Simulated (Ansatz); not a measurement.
# CsH (Pm-3m): phonons against volume, part 3 of 4

Aim: how the vibrations of CsH shift with volume, and the expansion that follows. The starting cell is a computed one from a database.

Ansatz 0.2.0; DFT LDA, scalar-relativistic, plane waves, PAW.

So far, highest frequency (cm⁻¹): step 6 (phonons, V/V0 1) 722.

## 7. A cell at another volume, V/V0 1.015

Symmetry fixes every atom, so a single point at the scaled cell gives the energy and pressure of this member.

The cell differs from the one that the last finished run ended in (a 3.639 → 3.657 Å, b 3.639 → 3.657 Å, c 3.639 → 3.657 Å).

input.yaml reads:

```yaml
crystal:
  lattice:
    - [3.656701376, 0.0, 0.0]
    - [0.0, 3.656701376, 0.0]
    - [0.0, 0.0, 3.656701376]
  atoms:
    - { symbol: Cs, position: [0.0, 0.0, 0.0] }
    - { symbol: H, position: [0.5, 0.5, 0.5] }
kpoints:
  mp_grid: { grid: [8, 8, 8] }
hamiltonian:
  xc: lda
scf:
  occupations: { method: fixed }
output:
  forces: true
  stress: true
  eigenvalues: true
```

Command:

```
ansatz run input.yaml --threads 2 --pin off --max-ram 5120MiB --backend cpu --events-out ev --progress --plain --runs-dir out
```

Numbers of over 12 decimals in the logs are rounded to 6 here.

The log of the run:

```text
[...]
Crystal: 2 atoms, lattice volume = 48.895 Å³
Basis set: ecut = 420 eV, 949 PW (Γ)
Bands: 9, of which v1, the nominal top of the filled ones, is band 5 counted from 1 (4 counted from 0)
Symmetry: 48 space group operations
[...]
k-points: 35 of 512
[...]
SCF iter   1: F=—  HF=-5520.975464 eV  |F-HF|=—  |Δ(HF+E_count)|=         —  Δρ=9.03e-3  dr2=4.75e-2  ethr=1.77e-3  ⟨swp⟩=4.9  Hψ=2060  notcnv=0  defer=62
[...]
SCF iter   6: F=-5520.957799 eV  HF=-5520.957799 eV  |F-HF|=1.96e-10  |Δ(HF+E_count)|=   1.85e-8  Δρ=1.13e-6  dr2=4.15e-10  ethr=4.60e-10  ⟨swp⟩=5.5  Hψ=2268  notcnv=0
SCF 1 converged in 6 iterations: F = -5520.957799 eV  dr2 = 4.15e-10
[...]
SCF converged after 6 iterations
Free energy (F): -5520.957799 eV
[...]
Internal energy: -5520.957799 eV  (E = F + TS)
E sigma→0 (E₀):  -5520.957799 eV
Fermi energy:    5.204310 eV
[...]
--- Stress (GPa, compression-positive) ---
       -0.273970       0.000000       0.000000
       -0.000000      -0.273970       0.000000
        0.000000       0.000000      -0.273970
  P = ⅓ Tr σ = -0.2740 GPa (-2.740 kbar)
--- Band table (eV; the first three rows and the last of 35) ---
[...]
```

Elapsed: 0.77 s, on 2 threads of Arm Neoverse V2, shared host; peak memory 0.28 GiB; 1.2 s of CPU time.

This step gave:

```
pressure          : -0.2740 GPa
gap on the k-mesh : 2.427 eV
volume per atom   : 24.45 Å³
```

At this level the gap is 2.43 eV on the k-mesh of the self-consistent run, which can miss the band edges.

## 8. Phonons, V/V0 1.015

Phonons at this volume give one point of F(V, T); meshes stay fixed along the series.

input.yaml, the sections that differ from step 7:

```yaml
output:
  eigenvalues: true
phonons:
  method: dfpt
  dielectric: true
  rigid_motions: translations
  qmesh: [4, 4, 4]
  temperatures: { t_max: 1000, t_step: 50 }
  qpath:
    path:
      - [[0.0, 0.0, 0.0], [0.0, 0.5, 0.0], [0.5, 0.5, 0.0], [0.0, 0.0, 0.0], [0.5, 0.5, 0.5], [0.0, 0.5, 0.0]]
      - [[0.5, 0.5, 0.5], [0.5, 0.5, 0.0]]
    npoints: 10
# crystal, kpoints, hamiltonian, scf: as in step 7
```

The log of the run:

```text
[...]
Crystal: 2 atoms, lattice volume = 48.895 Å³
Basis set: ecut = 420 eV, 949 PW (Γ), exchange–correlation on 50×50×50 points (8 copies of the dense FFT grid, shifted against one another)
Bands: 9, of which v1, the nominal top of the filled ones, is band 5 counted from 1 (4 counted from 0)
Symmetry: 48 space group operations
k-points: 75 of 512 (irreducible under 8 space group operations, time reversal used)
[...]
optical modes at Γ + LO–TO along q̂ = [0.0000, 1.0000, 0.0000]:
      ω (cm⁻¹)  modes    IR ((D/Å)²/amu)
        402.51      2            62.4922
        699.68      1            31.2461
  optical modes at Γ + LO–TO along q̂ = [0.0000, 0.0000, 1.0000]:
      ω (cm⁻¹)  modes    IR ((D/Å)²/amu)
        402.51      2            62.4922
        699.68      1            31.2461
--- Phonons (arbitrary-q DFPT): 10 irreducible q on the 4×4×4 mesh ---
[...]
interpolated dispersion: 63 rows × 6 modes
[...]
[key lines of the parts left out:]
SCF converged after 7 iterations
Free energy (F): -5520.957799 eV
Fermi energy:    5.204318 eV
```

It took 94 s on 2 threads; peak memory 0.63 GiB.

No mode is imaginary beyond numerical noise at the solved wavevectors. The highest zone-centre mode (no LO–TO term) moved by -3.3 % for a volume change of +1.5 %.

## 9. Single point at a scaled cell, V/V0 0.985

Symmetry fixes every atom, so a single point at the scaled cell gives the energy and pressure of this member.

The cell differs from the one that the last finished run ended in (a 3.657 → 3.620 Å, b 3.657 → 3.620 Å, c 3.657 → 3.620 Å).

input.yaml, the sections that differ from step 8:

```yaml
crystal:
  lattice:
    - [3.6203138737, 0.0, 0.0]
    - [0.0, 3.6203138737, 0.0]
    - [0.0, 0.0, 3.6203138737]
  atoms:
    - { symbol: Cs, position: [0.0, 0.0, 0.0] }
    - { symbol: H, position: [0.5, 0.5, 0.5] }
output:
  forces: true
  stress: true
  eigenvalues: true
  write_density: true
  write_potential: true
  elf: true
  volumetric_format: npy
# kpoints, hamiltonian, scf: as in step 8
# phonons: removed
```

The log of the run:

```text
[...]
Crystal: 2 atoms, lattice volume = 47.450 Å³
Basis set: ecut = 420 eV, 925 PW (Γ)
Bands: 9, of which v1, the nominal top of the filled ones, is band 5 counted from 1 (4 counted from 0)
Symmetry: 48 space group operations
[...]
k-points: 35 of 512
[...]
Free energy (F): -5520.957802 eV
[...]
Internal energy: -5520.957802 eV  (E = F + TS)
E sigma→0 (E₀):  -5520.957802 eV
Fermi energy:    5.460290 eV
[...]
--- Stress (GPa, compression-positive) ---
        0.291770      -0.000000       0.000000
       -0.000000       0.291770       0.000000
        0.000000      -0.000000       0.291770
  P = ⅓ Tr σ = 0.2918 GPa (2.918 kbar)
--- Band table (eV; the first three rows and the last of 35) ---
[...]
[key lines of the parts left out:]
SCF converged after 6 iterations
```

The job ended after 0.84 s (2 threads; peak memory 0.28 GiB).

The run ends at a pressure of 0.29 GPa.

## 10. Phonons, V/V0 0.985

The same q-mesh and k-mesh are kept at every volume, so that much of their error can cancel in the differences.

input.yaml, the sections that differ from step 9:

```yaml
output:
  eigenvalues: true
phonons:
  method: dfpt
  dielectric: true
  rigid_motions: translations
  qmesh: [4, 4, 4]
  temperatures: { t_max: 1000, t_step: 50 }
  qpath:
    path:
      - [[0.0, 0.0, 0.0], [0.0, 0.5, 0.0], [0.5, 0.5, 0.0], [0.0, 0.0, 0.0], [0.5, 0.5, 0.5], [0.0, 0.5, 0.0]]
      - [[0.5, 0.5, 0.5], [0.5, 0.5, 0.0]]
    npoints: 10
# crystal, kpoints, hamiltonian, scf: as in step 9
```

The log of the run:

```text
[...]
Crystal: 2 atoms, lattice volume = 47.450 Å³
Basis set: ecut = 420 eV, 925 PW (Γ), exchange–correlation on 50×50×50 points (8 copies of the dense FFT grid, shifted against one another)
Bands: 9, of which v1, the nominal top of the filled ones, is band 5 counted from 1 (4 counted from 0)
Symmetry: 48 space group operations
k-points: 75 of 512 (irreducible under 8 space group operations, time reversal used)
[...]
optical modes at Γ + LO–TO along q̂ = [0.0000, 1.0000, 0.0000]:
      ω (cm⁻¹)  modes    IR ((D/Å)²/amu)
        429.82      2            62.5701
        718.44      1            31.2851
  optical modes at Γ + LO–TO along q̂ = [0.0000, 0.0000, 1.0000]:
      ω (cm⁻¹)  modes    IR ((D/Å)²/amu)
        429.82      2            62.5701
        718.44      1            31.2851
--- Phonons (arbitrary-q DFPT): 10 irreducible q on the 4×4×4 mesh ---
[...]
interpolated dispersion: 63 rows × 6 modes
[...]
[key lines of the parts left out:]
SCF converged after 7 iterations
Free energy (F): -5520.957802 eV
Fermi energy:    5.460299 eV
```

Elapsed: 93 s, on 2 threads; peak memory 0.62 GiB; 3 min of CPU time.

LO-TO term included. Phonon branches along the path, in cm⁻¹:

| point | branch 1 | branch 2 | branch 3 | branch 4 | branch 5 | branch 6 |
| --- | --- | --- | --- | --- | --- | --- |
| Γ | 0 | 0 | 0 | 430 | 430 | 718 |
| halfway | 27 | 27 | 70 | 474 | 474 | 726 |
| X | 33 | 33 | 99 | 512 | 512 | 731 |
| halfway | 32 | 68 | 94 | 469 | 505 | 626 |
| M | 29 | 89 | 89 | 418 | 501 | 501 |
| halfway | 30 | 65 | 75 | 473 | 475 | 664 |
| Γ | 0 | 0 | 0 | 430 | 430 | 718 |
| halfway | 65 | 65 | 74 | 511 | 511 | 594 |
| R | 82 | 82 | 82 | 582 | 582 | 582 |
| halfway | 64 | 68 | 90 | 474 | 544 | 584 |
| X | 33 | 33 | 99 | 512 | 512 | 731 |
| jump to R | 82 | 82 | 82 | 582 | 582 | 582 |
| halfway | 63 | 86 | 86 | 522 | 545 | 545 |
| M | 29 | 89 | 89 | 418 | 501 | 501 |

The phonon branches as a text plot (rows in cm⁻¹):

```
    716 |*********             ******                   **
    686 |         *           *      **                *
    655 |          *         *         *              *
    625 |                  **                        *
    594 |           *     *             *    ****   *     *
    564 |            *                     ***  ****       **
    533 |             *  *               ****     * ***     ***
    503 |     *************             *          *   ***     **
    472 |   **     *       *****     ***            ***       *
    442 |***        ***  **    ******                          *
    411 |              **                                       *
    381 |
    350 |
    320 |
    289 |
    259 |
    228 |
    198 |
    168 |
    137 |
    107 |      ******                                *****
     76 |   ***     ***********        **************     *******
     46 | **  *******     *** ***   ****             *****    ***
     15 |*****       *****   *******
         Γ      X      M          Γ            R        X|R     M
```

No mode is imaginary beyond numerical noise at the solved wavevectors. The highest zone-centre mode (no LO–TO term) moved by +3.3 % for a volume change of -1.5 %.

## 11. A cell at another volume, V/V0 1.03

Symmetry fixes every atom, so a single point at the scaled cell gives the energy and pressure of this member.

The cell differs from the one that the last finished run ended in (a 3.620 → 3.675 Å, b 3.620 → 3.675 Å, c 3.620 → 3.675 Å).

input.yaml, the sections that differ from step 10:

```yaml
crystal:
  lattice:
    - [3.6746266692, 0.0, 0.0]
    - [0.0, 3.6746266692, 0.0]
    - [0.0, 0.0, 3.6746266692]
  atoms:
    - { symbol: Cs, position: [0.0, 0.0, 0.0] }
    - { symbol: H, position: [0.5, 0.5, 0.5] }
output:
  forces: true
  stress: true
  eigenvalues: true
# kpoints, hamiltonian, scf: as in step 10
# phonons: removed
```

The log of the run:

```text
[...]
Crystal: 2 atoms, lattice volume = 49.618 Å³
Basis set: ecut = 420 eV, 949 PW (Γ)
Bands: 9, of which v1, the nominal top of the filled ones, is band 5 counted from 1 (4 counted from 0)
Symmetry: 48 space group operations
[...]
k-points: 35 of 512
[...]
Free energy (F): -5520.955998 eV
[...]
Internal energy: -5520.955998 eV  (E = F + TS)
E sigma→0 (E₀):  -5520.955998 eV
Fermi energy:    5.086626 eV
[...]
--- Stress (GPa, compression-positive) ---
       -0.522259       0.000000       0.000000
        0.000000      -0.522259       0.000000
        0.000000       0.000000      -0.522259
  P = ⅓ Tr σ = -0.5223 GPa (-5.223 kbar)
--- Band table (eV; the first three rows and the last of 35) ---
[...]
[key lines of the parts left out:]
SCF converged after 6 iterations
```

Wall time 0.75 s (2 threads); peak memory 0.28 GiB.

The run ends at a pressure of -0.52 GPa.

## 12. Lattice dynamics at this volume, V/V0 1.03

The same q-mesh and k-mesh are kept at every volume, so that much of their error can cancel in the differences.

input.yaml, the sections that differ from step 11:

```yaml
output:
  eigenvalues: true
phonons:
  method: dfpt
  dielectric: true
  rigid_motions: translations
  qmesh: [4, 4, 4]
  temperatures: { t_max: 1000, t_step: 50 }
  qpath:
    path:
      - [[0.0, 0.0, 0.0], [0.0, 0.5, 0.0], [0.5, 0.5, 0.0], [0.0, 0.0, 0.0], [0.5, 0.5, 0.5], [0.0, 0.5, 0.0]]
      - [[0.5, 0.5, 0.5], [0.5, 0.5, 0.0]]
    npoints: 10
# crystal, kpoints, hamiltonian, scf: as in step 11
```

The log of the run:

```text
[...]
Crystal: 2 atoms, lattice volume = 49.618 Å³
Basis set: ecut = 420 eV, 949 PW (Γ), exchange–correlation on 50×50×50 points (8 copies of the dense FFT grid, shifted against one another)
Bands: 9, of which v1, the nominal top of the filled ones, is band 5 counted from 1 (4 counted from 0)
Symmetry: 48 space group operations
k-points: 75 of 512 (irreducible under 8 space group operations, time reversal used)
[...]
optical modes at Γ + LO–TO along q̂ = [0.0000, 1.0000, 0.0000]:
      ω (cm⁻¹)  modes    IR ((D/Å)²/amu)
        389.08      2            62.4646
        690.67      1            31.2323
  optical modes at Γ + LO–TO along q̂ = [0.0000, 0.0000, 1.0000]:
      ω (cm⁻¹)  modes    IR ((D/Å)²/amu)
        389.08      2            62.4646
        690.67      1            31.2323
--- Phonons (arbitrary-q DFPT): 10 irreducible q on the 4×4×4 mesh ---
[...]
interpolated dispersion: 63 rows × 6 modes
[...]
[key lines of the parts left out:]
SCF converged after 7 iterations
Free energy (F): -5520.955998 eV
Fermi energy:    5.086634 eV
```

Wall time 93 s (2 threads); peak memory 0.62 GiB; 3.1 min of CPU time.

No mode is imaginary beyond numerical noise at the solved wavevectors. The highest zone-centre mode (no LO–TO term) moved by -6.5 % for a volume change of +3.0 %.

## 13. A cell at another volume, V/V0 0.97

Symmetry fixes every atom, so a single point at the scaled cell gives the energy and pressure of this member.

The cell differs from the one that the last finished run ended in (a 3.675 → 3.602 Å, b 3.675 → 3.602 Å, c 3.675 → 3.602 Å).

input.yaml, the sections that differ from step 12:

```yaml
crystal:
  lattice:
    - [3.6018425632, 0.0, 0.0]
    - [0.0, 3.6018425632, 0.0]
    - [0.0, 0.0, 3.6018425632]
  atoms:
    - { symbol: Cs, position: [0.0, 0.0, 0.0] }
    - { symbol: H, position: [0.5, 0.5, 0.5] }
output:
  forces: true
  stress: true
  eigenvalues: true
  write_density: true
  write_potential: true
  elf: true
  volumetric_format: npy
# kpoints, hamiltonian, scf: as in step 12
# phonons: removed
```

The log of the run:

```text
[...]
Crystal: 2 atoms, lattice volume = 46.728 Å³
Basis set: ecut = 420 eV, 925 PW (Γ)
Bands: 9, of which v1, the nominal top of the filled ones, is band 5 counted from 1 (4 counted from 0)
Symmetry: 48 space group operations
[...]
k-points: 35 of 512
[...]
Free energy (F): -5520.955766 eV
[...]
Internal energy: -5520.955766 eV  (E = F + TS)
E sigma→0 (E₀):  -5520.955766 eV
Fermi energy:    5.620355 eV
[...]
--- Stress (GPa, compression-positive) ---
        0.613588      -0.000000       0.000000
       -0.000000       0.613588       0.000000
        0.000000       0.000000       0.613588
  P = ⅓ Tr σ = 0.6136 GPa (6.136 kbar)
--- Band table (eV; the first three rows and the last of 35) ---
[...]
[key lines of the parts left out:]
SCF converged after 6 iterations
```

Elapsed: 0.86 s, on 2 threads; peak memory 0.28 GiB.

The run ends at a pressure of 0.61 GPa.

## 14. Lattice dynamics at this volume, V/V0 0.97

Phonons at this volume give one point of F(V, T); meshes stay fixed along the series.

input.yaml, the sections that differ from step 13:

```yaml
output:
  eigenvalues: true
phonons:
  method: dfpt
  dielectric: true
  rigid_motions: translations
  qmesh: [4, 4, 4]
  temperatures: { t_max: 1000, t_step: 50 }
  qpath:
    path:
      - [[0.0, 0.0, 0.0], [0.0, 0.5, 0.0], [0.5, 0.5, 0.0], [0.0, 0.0, 0.0], [0.5, 0.5, 0.5], [0.0, 0.5, 0.0]]
      - [[0.5, 0.5, 0.5], [0.5, 0.5, 0.0]]
    npoints: 10
# crystal, kpoints, hamiltonian, scf: as in step 13
```

The log of the run:

```text
[...]
Crystal: 2 atoms, lattice volume = 46.728 Å³
Basis set: ecut = 420 eV, 925 PW (Γ), exchange–correlation on 50×50×50 points (8 copies of the dense FFT grid, shifted against one another)
Bands: 9, of which v1, the nominal top of the filled ones, is band 5 counted from 1 (4 counted from 0)
Symmetry: 48 space group operations
k-points: 75 of 512 (irreducible under 8 space group operations, time reversal used)
[...]
optical modes at Γ + LO–TO along q̂ = [0.0000, 1.0000, 0.0000]:
      ω (cm⁻¹)  modes    IR ((D/Å)²/amu)
        443.77      2            62.6218
        728.24      1            31.3109
  optical modes at Γ + LO–TO along q̂ = [0.0000, 0.0000, 1.0000]:
      ω (cm⁻¹)  modes    IR ((D/Å)²/amu)
        443.77      2            62.6218
        728.24      1            31.3109
--- Phonons (arbitrary-q DFPT): 10 irreducible q on the 4×4×4 mesh ---
[...]
interpolated dispersion: 63 rows × 6 modes
[...]
[key lines of the parts left out:]
SCF converged after 7 iterations
Free energy (F): -5520.955766 eV
Fermi energy:    5.620362 eV
```

Wall time 96 s (2 threads); peak memory 0.63 GiB; 3.1 min of CPU time.

No mode is imaginary beyond numerical noise at the solved wavevectors. The highest zone-centre mode (no LO–TO term) moved by +6.7 % for a volume change of -3.0 %.

(Part 3 of 4 ends here.)

[Logs are printed without paths, hosts, clocks, repeated set-up lines and the standing remarks that a program may print on its own settings, such as how far it seeks lower states.]

[Hosts, paths, dates, database ids (printed as entryN), source tags and the programs' standing remarks are cut or masked in the printed files.]

[A step with changed settings may run another functional than the one named; its input shows which.]


